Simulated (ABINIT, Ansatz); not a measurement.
# TlGa (Fm-3m): phonons by linear response, part 3 of 3

How does TlGa (Fm-3m) vibrate, and is this structure a minimum?

ABINIT 10.8.3; DFT LDA, scalar-relativistic, plane waves, HGH norm-conserving pseudopotentials.

So far, lowest frequency on the path (cm⁻¹): step 6 (interpolated phonon bands) -20.3. Also highest frequency (cm⁻¹): step 6 146. The relaxed cell has a = 5.562 Å (conventional setting).

The structure was built from a prototype and need not be the compound's stable phase.

## 7. Sums over the zone

Sums over the zone need many more wavevectors than were solved, so the interpolation is sampled on a dense mesh.

anaddb.abi

```
ddb_filepath "all_DDB"
output_file "anaddb.abo"
outdata_prefix "anaddb"
ifcflag 1
ngqpt 4 4 4
nqshft 1
q1shft 0.0 0.0 0.0
asr 1
chneut 0
dipdip 0
dipquad 0
quadquad 0
prtdos 2
ng2qpt 14 14 14
dosdeltae 4.5563e-06
ntemper 11
temperinc 100.0
tempermin 0.0
```

The run is started by

```
OMP_NUM_THREADS=1 anaddb anaddb.abi > anaddb.log
```

anaddb.abo, the main output file:

```text
[banners, grids, parts of the stress and lines that vanish by symmetry left out]
-outvars_anaddb: echo values of input variables ----------------------

 Flags :
     ifcflag         1
 Miscellaneous information :
         asr         1
      chneut         0
 Interatomic Force Constants Inputs :
      dipdip         0
     dipquad         0
    quadquad         0
      ifcana         0
      ifcout         0
 Description of grid 1 :
        brav         1
       ngqpt         4         4         4
      nqshft         1
      q1shft
                     0.00000000E+00  0.00000000E+00  0.00000000E+00
 Phonon DOS information :
   dosdeltae  4.55630000E-06
    dossmear  4.55633525E-06
 Description of grid 2 (Fourier interp. or BZ sampling):
      ng2qpt        14        14        14
      ngrids         4
      q2shft         0.00000000E+00  0.00000000E+00  0.00000000E+00

================================================================================

 read the DDB information and perform some checks

  ==== Info on the Cryst% object ====
 Real(R)+Recip(G) space primitive vectors, cartesian coordinates (Bohr,Bohr^-1):
 R(1)=  0.0000000  5.2552774  5.2552774  G(1)= -0.0951425  0.0951425  0.0951425
 R(2)=  5.2552774  0.0000000  5.2552774  G(2)=  0.0951425 -0.0951425  0.0951425
 R(3)=  5.2552774  5.2552774  0.0000000  G(3)=  0.0951425  0.0951425 -0.0951425
 Unit cell volume ucvol=  2.9027987E+02 bohr^3
 Angles (23,13,12)=  6.00000000E+01  6.00000000E+01  6.00000000E+01 degrees
 Time-reversal symmetry is present
 Reduced atomic positions [iatom, xred, symbol]:
    1)    0.0000000  0.0000000  0.0000000  Tl
    2)    0.5000000  0.5000000  0.5000000  Ga

 DDB file with 8 blocks has been read.

================================================================================

 Calculation of the interatomic forces

       Homogeneous q point set in the B.Z.
 Grid q points  :       64
  1)   0.00000000E+00  0.00000000E+00  0.00000000E+00
  2)   2.50000000E-01  0.00000000E+00  0.00000000E+00
  3)   5.00000000E-01  0.00000000E+00  0.00000000E+00
  4)  -2.50000000E-01  0.00000000E+00  0.00000000E+00
  5)   0.00000000E+00  2.50000000E-01  0.00000000E+00
  6)   2.50000000E-01  2.50000000E-01  0.00000000E+00
  7)   5.00000000E-01  2.50000000E-01  0.00000000E+00
  8)  -2.50000000E-01  2.50000000E-01  0.00000000E+00
  9)   0.00000000E+00  5.00000000E-01  0.00000000E+00
 10)   2.50000000E-01  5.00000000E-01  0.00000000E+00
 11)   5.00000000E-01  5.00000000E-01  0.00000000E+00
 12)  -2.50000000E-01  5.00000000E-01  0.00000000E+00
 13)   0.00000000E+00 -2.50000000E-01  0.00000000E+00
 14)   2.50000000E-01 -2.50000000E-01  0.00000000E+00
[...]
58)   2.50000000E-01  5.00000000E-01 -2.50000000E-01
 59)   5.00000000E-01  5.00000000E-01 -2.50000000E-01
 60)  -2.50000000E-01  5.00000000E-01 -2.50000000E-01
 61)   0.00000000E+00 -2.50000000E-01 -2.50000000E-01
 62)   2.50000000E-01 -2.50000000E-01 -2.50000000E-01
 63)   5.00000000E-01 -2.50000000E-01 -2.50000000E-01
 64)  -2.50000000E-01 -2.50000000E-01 -2.50000000E-01

 The interatomic forces have been obtained

================================================================================

 Calculation of phonon density of states

 Average speed of sound partial sums:     0.5171967889E-03 (at units)
-                                   =           1.1315 [km/s]

 Debye frequency from partial sums:     0.3044625199E-03 (Ha)
-                                 =     0.2003267146E+01 (THz)
-Debye temperature from partial sums:     0.9614165976E+02 (K)

 Average speed of sound:     0.3140969112E-04 (at units)
-                      =           0.0687 [km/s]

 Debye frequency from DOS:     0.1849020317E-04 (Ha)
-                        =     0.1216596925E+00 (THz)
-Debye temperature from DOS:     0.5838744365E+01 (K)

-
```

It took 0.62 s on 1 thread of Arm Neoverse V1, shared host.

This step gave:

```yaml
share_of_modes_beyond_3i_cm_minus1_on_the_dense_interpolated_mesh: 0.0719
```

The phonon density of states has structure finer than the step of the table below, so its rows give means over 10 cm⁻¹, whole bins alone (the curve runs from -47.4 to 176 cm⁻¹). Peaks (cm⁻¹: height): 10.6: 0.0538, 54.6: 0.0648, 88.6: 0.0767, 127.6: 0.0840.

Tetrahedra. The phonon density of states by wavenumber; means over each step:

```
wavenumber (cm⁻¹)  phonon density of states (1/cm⁻¹/cell)
              -30                                       0
              -20                                 0.00229
              -10                                  0.0339
                0                                  0.0329
               10                                  0.0407
               20                                  0.0356
               30                                  0.0362
               40                                  0.0404
               50                                  0.0556
               60                                  0.0219
               70                                       0
               80                                  1.2e-4
               90                                  0.0543
              100                                  0.0473
              110                                  0.0468
              120                                  0.0650
              130                                  0.0735
              140                                  0.0132
              150                                  3.1e-5
              160                                       0
```

## 8. A second program

The same cell goes through another code, with its own cutoff. The potentials differ.

This step: DFT LDA, scalar-relativistic, plane waves, PseudoDojo norm-conserving pseudopotentials (Ansatz 0.2.0).

input.yaml

```yaml
crystal:
  lattice:
    - [0.0, 2.7809730162, 2.7809730162]
    - [2.7809730162, 0.0, 2.7809730162]
    - [2.7809730162, 2.7809730162, 0.0]
  atoms:
    - { symbol: Tl, position: [0.0, 0.0, 0.0] }
    - { symbol: Ga, position: [0.5, 0.5, 0.5] }
kpoints:
  mp_grid: { grid: [12, 12, 12] }
hamiltonian:
  xc: lda
  pseudopotentials: { kind: nc, accuracy: standard }
scf:
  occupations: { method: gaussian, width: 0.27211 }
output:
  eigenvalues: true
phonons:
  method: dfpt
  qmesh: [4, 4, 4]
  temperatures: { t_max: 1000, t_step: 50 }
  qpath:
    path:
      - [[0.0, 0.0, 0.0], [0.5, 0.0, 0.5], [0.625, 0.25, 0.625]]
      - [[0.375, 0.375, 0.75], [0.0, 0.0, 0.0], [0.5, 0.5, 0.5], [0.5, 0.25, 0.75], [0.5, 0.0, 0.5]]
    npoints: 10
```

The run is started by

```
ansatz run input.yaml --threads 4 --pin off --max-ram 8192MiB --backend cpu --events-out ev --progress --plain --runs-dir out
```

Output:

```text
Engine: ansatz 0.2.0, aarch64-unknown-linux-gnu
Pseudopotentials: kind: nc
Pseudopotential: Tl, nc, valence charge 13, recommended cutoff 843.552974 eV (normal), Tl.nc.azcp (PseudoDojo's, or run here from an input of PseudoDojo's; its table is named by hamiltonian.pseudopotentials.accuracy)
Pseudopotential: Ga, nc, valence charge 13, recommended cutoff 1088.45545 eV (normal), Ga.nc.azcp (PseudoDojo's, or run here from an input of PseudoDojo's; its table is named by hamiltonian.pseudopotentials.accuracy)
Functional definition: SPW92
  exchange = slater_x
  correlation = pw_c
Crystal: 2 atoms, lattice volume = 43.015 Å³
Basis set: ecut = 1088.45545 eV, 3479 PW (Γ), exchange–correlation on 90×90×90 points (8 copies of the dense FFT grid, shifted against one another)
Bands: 17, of which v1, the nominal top of the filled ones, is band 13 counted from 1 (12 counted from 0)
Symmetry: 48 space group operations
k-points: 72 of 1728
Non-local potential: Tl, projectors of the file, l = 0: 2, l = 1: 2, l = 2: 2
Non-local potential: Ga, projectors of the file, l = 0: 2, l = 1: 2, l = 2: 2
Initial density: superposition of atomic densities (chi_scale 0.1, normalization cell, long waves kept (reshape's long-wave potential 0.00 eV rms))
Initial wavefunctions: pseudopotential atomic-orbital guess
Functional: x = slater, c = lda
SCF iter   1: F=—  HF=-3728.754532 eV  |F-HF|=—  |Δ(HF+E_count)|=         —  Δρ=2.84e-2  dr2=3.07e-1  ethr=3.10e-3  ⟨swp⟩=5.4  Hψ=5891  notcnv=0
preconditioner: auto → Kerker (q_TF=auto, 2.509 Å⁻¹)  [metal: Δε(μ)=0.063 eV  Ē_g=15.601 eV  σ=0.272 eV  W_gap=0.13  n_scr=14 (ndim 8)  ℏωp=28.9 eV  f_vac=0.000  D(μ)=0.85/eV (n_scr^D=0)]
SCF iter   2: F=—  HF=-3728.656262 eV  |F-HF|=—  |Δ(HF+E_count)|=   9.83e-2  Δρ=1.32e-2  dr2=7.47e-2  ethr=1.18e-3  ⟨swp⟩=1.9  Hψ=2383  notcnv=0
SCF iter   3: F=—  HF=-3728.628493 eV  |F-HF|=—  |Δ(HF+E_count)|=   2.78e-2  Δρ=3.06e-3  dr2=1.84e-3  ethr=2.87e-4  ⟨swp⟩=2.3  Hψ=2071  notcnv=0  defer=1
SCF iter   4: F=—  HF=-3728.628008 eV  |F-HF|=—  |Δ(HF+E_count)|=   4.86e-4  Δρ=3.54e-4  dr2=4.01e-5  ethr=7.07e-6  ⟨swp⟩=2.2  Hψ=1662  notcnv=0
SCF iter   5: F=—  HF=-3728.627999 eV  |F-HF|=—  |Δ(HF+E_count)|=   8.39e-6  Δρ=9.88e-5  dr2=3.58e-6  ethr=1.54e-7  ⟨swp⟩=2.3  Hψ=1950  notcnv=0
SCF iter   6: F=—  HF=-3728.627987 eV  |F-HF|=—  |Δ(HF+E_count)|=   1.16e-5  Δρ=2.29e-5  dr2=1.67e-7  ethr=1.38e-8  ⟨swp⟩=2.5  Hψ=1919  notcnv=0
SCF iter   7: F=—  HF=-3728.628068 eV  |F-HF|=—  |Δ(HF+E_count)|=   8.10e-5  Δρ=6.13e-6  dr2=7.74e-9  ethr=6.43e-10  ⟨swp⟩=2.0  Hψ=1910  notcnv=0
SCF iter   8: F=—  HF=-3728.628068 eV  |F-HF|=—  |Δ(HF+E_count)|=   1.48e-9  Δρ=1.74e-6  dr2=3.58e-10  ethr=2.98e-11  ⟨swp⟩=2.2  Hψ=2078  notcnv=0
SCF iter   9: F=-3728.628068 eV  HF=-3728.628068 eV  |F-HF|=1.82e-12  |Δ(HF+E_count)|=  2.86e-11  Δρ=1.86e-7  dr2=4.84e-12  ethr=1.00e-12  ⟨swp⟩=7.2  Hψ=7627  notcnv=0
SCF 1 converged in 9 iterations: F = -3728.628068 eV  dr2 = 4.84e-12
Initial density: read from a saved state, or passed on in memory by an earlier SCF of this step, an earlier step, the calling program or the single point that the run made first
iter 1 solved again at ethr=2.31e-8 eV; its pass at ethr=3.10e-3 eV (dr2=6.00e-6 eV) is discarded
SCF iter   1: F=—  HF=-3728.627999 eV  |F-HF|=—  |Δ(HF+E_count)|=         —  Δρ=4.61e-7  dr2=1.10e-10  ethr=2.31e-8  ⟨swp⟩=4.7  Hψ=11026  notcnv=0
eigensolver tolerance schedule: the retry pair's looser diagonalisation over-reported the residual by 54729.22 of it (diagonalisation noise at 0.69 of the residual, at the tolerance the schedule requests for it); recorded, not acted on — ethr = c·dr2/N_el stays at c = 1.0e-1
preconditioner: auto → Kerker (q_TF=auto, 2.509 Å⁻¹)  [metal: Δε(μ)=0.063 eV  Ē_g=16.107 eV  σ=0.272 eV  W_gap=0.13  n_scr=14 (ndim 8)  ℏωp=28.9 eV  f_vac=0.000  D(μ)=0.85/eV (n_scr^D=0)]
SCF iter   2: F=—  HF=-3728.628068 eV  |F-HF|=—  |Δ(HF+E_count)|=   6.98e-5  Δρ=2.68e-7  dr2=1.83e-11  ethr=1.00e-12  ⟨swp⟩=4.1  Hψ=3910  notcnv=0
SCF iter   3: F=-3728.628068 eV  HF=-3728.628068 eV  |F-HF|=5.00e-12  |Δ(HF+E_count)|=  4.09e-12  Δρ=1.84e-7  dr2=9.15e-12  ethr=1.00e-12  ⟨swp⟩=4.9  Hψ=3937  notcnv=0
SCF 2 converged in 3 iterations: F = -3728.628068 eV  dr2 = 9.15e-12
phonons: the bands overlap, so this run is a metal and interpolates without the dipole-dipole term. If the crystal is really an insulator or semiconductor, its LO-TO splitting is missing
NSCF: frozen V_eff on 72 k-points
NSCF: frozen V_eff on 163 k-points
DFPT response loops at q = (0, 0, 0) (fractional): preconditioner auto → Kerker (q_TF=auto, 2.509 Å⁻¹) (partly filled bands, converged f_vac=0.000); β = 1.00, the filter's whole step (`scf.mixing.beta` (0.50) is not read by the response loops under this deck's `scf.mixing.preconditioner`; to damp them name `kerker` or `kerker_dos`, under which they read `scf.mixing.beta`, and type it under 1.00, their step now; both keys bind the ground state too); Broyden in place of MSR1
NSCF: frozen V_eff on 1872 k-points
DFPT response loops at q = (0, 0, 0.25) (fractional): mixed as the last ones told, above
NSCF: frozen V_eff on 952 k-points
DFPT response loops at q = (0, 0, -0.5) (fractional): mixed as the last ones told, above
NSCF: frozen V_eff on 1020 k-points
DFPT response loops at q = (0, 0.25, 0.25) (fractional): mixed as the last ones told, above
NSCF: frozen V_eff on 3456 k-points
DFPT response loops at q = (0, 0.25, -0.5) (fractional): mixed as the last ones told, above
phonons.qmesh, q = [0.0000, 0.2500, -0.5000]: its response loops start from zero, take more passes and end by a threshold: the memory limit or budget leaves too little room for the subspace of the ground state's own states beside the solves, or none could be made (phonons.method)
NSCF: frozen V_eff on 1872 k-points
DFPT response loops at q = (0, 0.25, -0.25) (fractional): mixed as the last ones told, above
NSCF: frozen V_eff on 560 k-points
DFPT response loops at q = (0, -0.5, -0.5) (fractional): mixed as the last ones told, above
NSCF: frozen V_eff on 1020 k-points
DFPT response loops at q = (0.25, -0.5, -0.25) (fractional): mixed as the last ones told, above
SCF converged after 9 iterations
Free energy (F): -3728.628068 eV
Harris-Foulkes:  -3728.628068 eV  (|F-HF|=1.82e-12)
Internal energy: -3728.596461 eV  (E = F + TS)
E sigma→0 (E₀):  -3728.612265 eV
Entropy (-TS):   -0.031608 eV (-15.804 meV/atom)
Fermi energy:    11.851592 eV
--- Per-component energies (eV) ---
  E_band       = 12.795102
  E_kinetic    = 2550.210454
  E_local      = -2235.127567  (includes V_loc(G=0)·N_el)
  E_nonlocal   = -1315.285256
  E_hartree    = 831.042920
  E_xc         = -1076.609199
  E_vxc        = -649.088333  (∫ρ·V_xc dr)
  E_ewald      = -2482.827813
  E_smearing   = -0.031608  (= −TS)
  E_closure    = -0.000000  (closes the sum)
  Σ components = -3728.628068   (vs F -3728.628068, Δ=0.00e0)
--- Band table (eV; the first three rows and the last of 72) ---
  k-point 0: bands = [... 9 lower, 0.2788, 0.5205, 14.2387, 14.2387, 14.2387, 14.8662, 20.2603, 20.8276]
  k-point 1: bands = [... 9 lower, 0.2637, 0.6306, 12.8074, 14.2688, 14.2688, 16.0014, 19.5358, 20.2525]
  k-point 2: bands = [... 9 lower, 0.2488, 0.9676, 11.0045, 14.3645, 14.3645, 16.7473, 18.9746, 19.2615]
  k-point 71: bands = [... 9 lower, 0.3985, 5.9292, 7.0398, 8.9661, 8.9661, 17.1153, 17.7327, 20.4724]
--- Phonons (Γ-DFPT): 2 representative perturbations + reference (Σ response iterations 5) ---
  ASR residual: 1.414e-5 → 0.000e0 eV/Å²; symmetrization residual: 9.484e-6 eV/Å²
  ASR residual per site (eV/Å²): 1.41e-5 2.27e-6
  Γ frequencies (cm⁻¹): 0.00 0.00 0.00 146.51 146.51 146.51
--- Phonons (arbitrary-q DFPT): 8 irreducible q on the 4×4×4 mesh ---
  q = [0.0000, 0.0000, 0.0000] (star 1, of the zone-centre solve; hermiticity 4.62e-6, symmetrization 3.27e-14): -0.00 0.00 0.00 146.51 146.51 146.51
  q = [0.0000, 0.0000, 0.2500] (star 8, 2 solved perturbations on 936 of 1728 k-point pairs; hermiticity 1.22e-6, symmetrization 1.64e-12, the responses' own estimated error 2.0e-4 eV/Å²): 46.29 46.29 56.90 134.97 134.97 140.08
  q = [0.0000, 0.0000, -0.5000] (star 4, 2 solved perturbations on 476 of 1728 k-point pairs; hermiticity 1.55e-13, symmetrization 1.59e-12, the responses' own estimated error 2.4e-4 eV/Å²): 75.04 75.04 83.03 111.48 111.48 118.91
  q = [0.0000, 0.2500, 0.2500] (star 6, 4 solved perturbations in 1608 linear systems a pass and spin channel, the states on 510 of 1728 k-point pairs; hermiticity 7.24e-7, symmetrization 3.14e-12, the responses' own estimated error 2.0e-4 eV/Å²): -12.70 -12.70 70.69 119.72 152.72 152.72
  q = [0.0000, 0.2500, -0.5000] (star 24, 4 solved perturbations in 5328 linear systems a pass and spin channel, the states on 1728 of 1728 k-point pairs; hermiticity 3.40e-5, symmetrization 1.40e-12): 31.25 39.12 49.19 141.47 145.03 150.44
  q = [0.0000, 0.2500, -0.2500] (star 12, 4 solved perturbations in 2892 linear systems a pass and spin channel, the states on 936 of 1728 k-point pairs; hermiticity 7.82e-7, symmetrization 1.39e-12, the responses' own estimated error 2.1e-4 eV/Å²): -19.97 71.59 72.33 113.07 116.97 160.32
  q = [0.0000, -0.5000, -0.5000] (star 3, 4 solved perturbations in 886 linear systems a pass and spin channel, the states on 280 of 1728 k-point pairs; hermiticity 4.30e-7, symmetrization 2.24e-12, the responses' own estimated error 2.3e-4 eV/Å²): -15.13 -15.13 9.06 157.48 157.48 173.50
  q = [0.2500, -0.5000, -0.2500] (star 6, 4 solved perturbations in 1544 linear systems a pass and spin channel, the states on 510 of 1728 k-point pairs; hermiticity 5.63e-7, symmetrization 1.96e-12, the responses' own estimated error 2.3e-4 eV/Å²): -20.29 -20.29 74.53 112.82 164.13 164.13
  sum rule: each row above includes the acoustic sum rule's correction from the zone centre's row sums; it moved no ω² by more than (0.14 cm⁻¹)²
  mesh force constants: q→R imaginary residual 8.61e-18; ASR residual 1.414e-5 → 0.000e0 eV/Å²; symmetrization residual 4.441e-15 eV/Å²
  interpolated dispersion: 62 rows × 6 modes
  density of states and harmonic sums: on the 20×20×20 q-mesh, interpolated from the force constants of a 4×4×4 supercell (no non-analytic term)
  largest difference from the sums on the solved wave vectors: F 1.09e-1 eV, S 1.31e-4 and C_V 2.26e-5 eV/K
  zero-point energy: 0.033390 eV/cell   skipped modes (ω ≤ 0): 133, of them read as no rigid motion or as one in doubt: 130 (4.493e-1 modes/cell left out, lowest -21.68 cm⁻¹)   left out of the sums: 7.49e-2 of the cell's modes: C_V's classical limit lies that fraction below 3 k_B per atom; for a crystal, a wire or a layer, F and S can be off by more, and a phonons.interpolated_qmesh denser along its periods is the remedy for the sampling
```

It took 22 min on 4 threads; peak memory 6.8 GiB.

Numbers from this step:

```
sum-rule residual before enforcement                               : 1.41e-5 eV/Å²
lowest frequency on the path                                       : -21.73 cm⁻¹
share of modes beyond 3i cm⁻¹ on the dense interpolated mesh       : 0.0761
highest optical zone-centre mode (no LO-TO term)                   : 146.5 cm⁻¹
lowest optical zone-centre mode                                    : 146.5 cm⁻¹
lowest mode on the q mesh (acoustic ones at the zone centre apart) : -20.29 cm⁻¹
```

## 9. The two compared: ABINIT HGH and Ansatz, PseudoDojo

Worked out from the results:

```
root-mean-square difference             : 22.01 cm⁻¹
largest difference                      : 29.02 cm⁻¹
root-mean-square difference on the path : 21.2 cm⁻¹
largest difference on the path          : 29 cm⁻¹
```

The 12 of 45 modes that differ most. Frequencies side by side:

```
q (reciprocal lattice)  mode  ABINIT HGH (cm⁻¹)  Ansatz, PseudoDojo (cm⁻¹)
              0.25 0 0     4                108                        135
              0.25 0 0     5                108                        135
           0.25 0.25 0     5              124.8                      152.7
           0.25 0.25 0     6              124.8                      152.7
            0.5 0.25 0     5              117.5                        145
            0.5 0.25 0     6              122.6                      150.4
             0.5 0.5 0     4              128.8                      157.5
             0.5 0.5 0     5              128.8                      157.5
             0.5 0.5 0     6              146.1                      173.5
        -0.25 0.5 0.25     4               83.8                      112.8
        -0.25 0.5 0.25     5              136.2                      164.1
        -0.25 0.5 0.25     6              136.2                      164.1
```

At the solved wavevectors the largest difference (acoustic modes at Γ apart) is 20 % of the highest mode, but 35 % of the mode at 84 cm⁻¹ on which it sits.

## 10. Summary of results

```
space group after relaxation                                       : Fm-3m
volume per atom                                                    : 21.5 Å³
highest optical zone-centre mode (no LO-TO term)                   : 120.1 cm⁻¹
q mesh                                                             : 4×4×4
lowest mode on the q mesh (acoustic ones at the zone centre apart) : -17.4 cm⁻¹
imaginary modes on the q mesh                                      : yes
largest difference from Ansatz, PseudoDojo                         : 29.0 cm⁻¹
```

In words: TlGa (Fm-3m) is unstable: a mode solved on the 4×4×4 mesh is imaginary, 17i cm⁻¹; its spectrum reaches 146 cm⁻¹. At the LDA level the optical modes of TlGa (Fm-3m) at the zone centre lie at 120 cm⁻¹. On other potentials, and in a cell that was not relaxed for them, the second run differs strongly on some modes. The most unstable solved mode lies at q = (-0.25, 0.25, 0), inside the zone; other wavevectors are about as unstable. ABINIT HGH and Ansatz, PseudoDojo differ by 22.0 cm⁻¹ in the root mean square and by 29.0 cm⁻¹ at most, 19.9 % of the highest mode compared (acoustic modes at Γ left out; ABINIT's values are those before the sum rule); the two use different potentials, and the cell was not relaxed for the second set. These are harmonic frequencies at zero temperature: anharmonic shifts and linewidths and thermal expansion are left out. Spin-orbit coupling is left out, which can matter for the heavy elements here. The HGH files keep few electrons and have no core correction, which is cheap but rough for Ga and Tl. In a metal the frequencies hang on the k mesh and the smearing, most of all near Kohn anomalies. The structure is a hypothetical one, built on a prototype.

[Host names and launcher messages were left out of these logs when they were recorded.]

[Logs are printed without paths, hosts, clocks, repeated set-up lines and the standing remarks that a program may print on its own settings, such as how far it seeks lower states.]

[Hosts, paths, dates, database ids (printed as entryN), source tags and the programs' standing remarks are cut or masked in the printed files.]
